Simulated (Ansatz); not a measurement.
# Glassy 58SiO2-11Na2O-13BaO-18CaO (mol %) (102 atoms), the frame at 100 fs of a trajectory (instantaneous temperature 824 K)

Calculated values (Ansatz 0.2.0, Kohn-Sham DFT, PBE, PAW (set soft_2), plane waves; cutoff 420 eV, Γ point, fermi-dirac smearing of 0.078 eV; density 3.06 g/cm³) for the frame at 100 fs of a trajectory (instantaneous temperature 824 K).

Extended XYZ; positions in Å, forces in eV/Å:

```xyz
102
Lattice="11.396 0.000 0.000 0.000 11.396 0.000 0.000 0.000 11.396" Properties=species:S:1:pos:R:3:forces:R:3 pbc="T T T"
Si 5.296 6.482 10.935 -4.098 2.858 -1.173
Si 7.346 10.617 3.896 2.755 -0.250 0.046
Si 9.417 1.491 5.523 -2.690 -3.711 1.274
Si 2.504 7.054 7.405 -1.183 -0.733 -0.174
Si 9.050 0.272 10.289 -0.097 -0.502 -1.925
Si 7.042 2.662 1.977 -3.507 1.350 -4.030
Si 2.960 5.723 4.621 2.405 -1.303 3.027
Si 10.559 9.225 9.129 -0.581 1.782 -1.255
Si 6.779 5.672 2.010 1.509 -1.128 -0.404
Si 4.312 9.248 0.671 2.769 1.310 3.124
Si 9.809 8.390 0.387 -2.937 -2.845 0.573
Si 7.283 1.973 8.111 0.842 1.442 0.264
Si 10.910 7.593 6.584 0.579 -0.609 -7.367
Si 7.442 9.963 0.831 -4.179 1.813 0.922
Si 2.080 6.334 10.412 1.277 0.487 0.368
Si 4.192 1.127 8.976 0.454 -0.395 -1.487
Si 4.035 8.209 3.755 -0.075 2.295 0.390
Si 1.924 0.933 3.534 -0.361 2.087 0.101
Si 6.654 8.273 5.745 0.761 -1.225 0.803
Si 9.661 5.510 1.424 -2.072 -1.428 -0.177
Si 0.143 3.703 10.990 0.969 -1.691 -0.160
Si 4.927 1.008 3.774 2.630 -0.797 -1.037
Na 0.159 10.421 4.824 0.318 -0.114 0.069
Na 5.860 9.056 9.284 0.334 0.233 -1.106
Na 11.046 5.006 8.326 0.561 -0.252 -0.640
Na 2.905 4.030 8.579 0.107 -0.930 -0.017
Na 9.743 0.004 2.197 0.736 0.608 0.031
Na 8.537 10.503 6.682 0.061 -0.610 0.530
Na 5.730 0.859 11.078 0.023 0.355 0.323
Na 8.216 6.671 7.991 -0.524 0.238 -0.055
Ba 0.535 1.214 8.038 -0.134 0.624 -0.090
Ba 3.722 10.417 6.457 0.517 0.307 -0.438
Ba 3.448 3.498 1.479 -0.090 -0.484 -0.332
Ba 6.475 4.266 5.275 -0.235 0.113 0.993
Ba 1.104 8.073 2.561 -0.041 -0.382 0.590
Ca 0.928 11.291 0.515 -0.207 0.703 -0.607
Ca 2.795 2.693 5.667 -0.139 -1.333 0.845
Ca 7.697 4.121 10.328 -0.125 -0.073 0.334
Ca 0.153 4.249 5.278 -0.785 0.499 -0.001
Ca 10.577 2.957 2.459 0.946 -0.398 0.763
Ca 9.042 7.198 4.158 0.129 -0.598 0.852
Ca 2.431 9.245 9.823 1.874 0.704 -1.166
O 6.710 9.018 7.181 -0.316 0.538 -0.932
O 10.015 5.182 3.002 -0.499 -0.188 -1.925
O 10.828 8.295 4.831 -0.193 -0.696 2.510
O 7.981 5.551 0.770 2.026 0.053 2.455
O 10.399 0.324 6.080 -0.283 1.641 1.344
O 1.921 0.576 5.072 0.080 -1.183 1.445
O 0.582 10.091 9.118 -1.524 -1.701 0.780
O 2.728 9.181 4.174 1.593 -1.949 -0.188
O 3.844 6.583 3.591 0.069 1.253 -0.958
O 10.254 8.552 7.601 -1.819 2.691 3.972
O 7.186 3.563 8.326 0.461 0.975 -0.212
O 1.060 7.628 6.799 2.999 -0.585 1.220
O 8.520 2.396 2.240 2.271 -1.585 0.180
O 1.460 5.780 4.378 -2.981 0.542 -1.551
O 1.306 5.028 10.911 -2.019 -2.470 1.392
O 7.718 9.125 4.622 -1.201 0.960 0.383
O 11.024 3.238 9.508 0.856 0.605 2.152
O 7.200 6.700 3.125 -0.778 -0.631 -0.676
O 4.745 8.242 10.870 0.132 -1.882 1.010
O 4.447 8.642 2.229 -0.382 -0.529 -0.803
O 9.941 8.032 10.212 1.587 1.014 -1.796
O 3.850 2.002 10.340 -0.551 -0.480 -1.180
O 10.332 0.743 11.007 1.493 0.000 1.565
O 6.638 4.083 2.714 -0.525 3.065 0.129
O 5.175 8.346 4.963 0.191 0.072 0.094
O 10.619 9.423 1.189 0.922 2.511 0.177
O 8.061 2.030 6.552 0.266 -2.069 0.368
O 10.255 6.999 1.240 -0.405 0.695 -0.976
O 7.785 11.228 11.211 0.179 -1.518 1.057
O 10.225 6.168 6.508 -0.380 -1.112 0.470
O 0.784 0.146 2.634 0.332 0.175 0.425
O 5.497 5.940 1.023 -0.038 -0.455 1.486
O 9.421 10.442 9.214 -0.076 -1.195 -0.001
O 5.710 10.267 0.827 1.383 -1.288 -0.786
O 3.692 5.981 10.682 0.337 -0.767 0.417
O 7.390 6.780 5.973 -0.988 1.010 -1.358
O 4.397 10.847 9.204 -1.517 1.546 -0.213
O 10.117 4.262 0.321 0.016 1.902 1.343
O 3.264 8.322 7.942 0.534 0.181 0.518
O 1.615 2.655 3.624 0.041 -1.641 -1.361
O 8.319 1.278 9.282 -1.030 1.821 -1.970
O 3.448 1.520 7.480 -0.535 -0.739 3.185
O 9.879 2.803 4.894 0.863 1.728 -1.877
O 5.798 1.718 2.504 -0.118 -0.343 0.879
O 3.717 4.324 4.697 1.456 -0.319 -1.136
O 2.037 5.999 8.778 -0.259 2.172 -2.071
O 3.576 0.692 2.992 -3.072 0.354 -0.854
O 3.254 6.157 6.261 -0.281 0.738 0.850
O 6.507 3.030 0.353 0.863 -1.176 2.150
O 6.298 6.419 9.773 1.726 -0.998 -0.805
O 5.768 10.914 3.922 0.091 0.545 0.475
O 5.786 1.502 8.500 0.820 -0.827 -0.277
O 4.909 1.645 5.197 0.136 0.838 0.051
O 8.631 0.225 4.464 -2.233 0.280 -0.407
O 0.759 2.619 0.763 -0.119 1.614 -1.756
O 1.573 7.737 11.091 0.096 -2.300 -0.701
O 0.966 3.334 7.002 0.807 0.619 -0.422
O 2.943 10.005 0.436 -0.783 0.712 0.298
O 7.913 10.464 2.329 -0.867 -0.829 -0.071
O 7.965 8.478 0.473 2.652 0.591 -0.101
```

The quench rate of 50 K/ps is many orders above laboratory rates, so the cell is likely richer in defects and strain than a real sample. The network of bonds at the start is that of the classical potential that made the cell. Only the Γ point is sampled, in a cell whose shortest periodic width is 11 Å.

The r.m.s. force component is 1.38 eV/Å; the longest force, 7.41 eV/Å, acts on Si13. The energy lies 23.3 meV/atom above that of the first step of this run.

[Logs are printed without paths, hosts, clocks, repeated set-up lines and the standing remarks that a program may print on its own settings, such as how far it seeks lower states.]

[Hosts, paths, dates, database ids (printed as entryN), source tags and the programs' standing remarks are cut or masked in the printed files.]
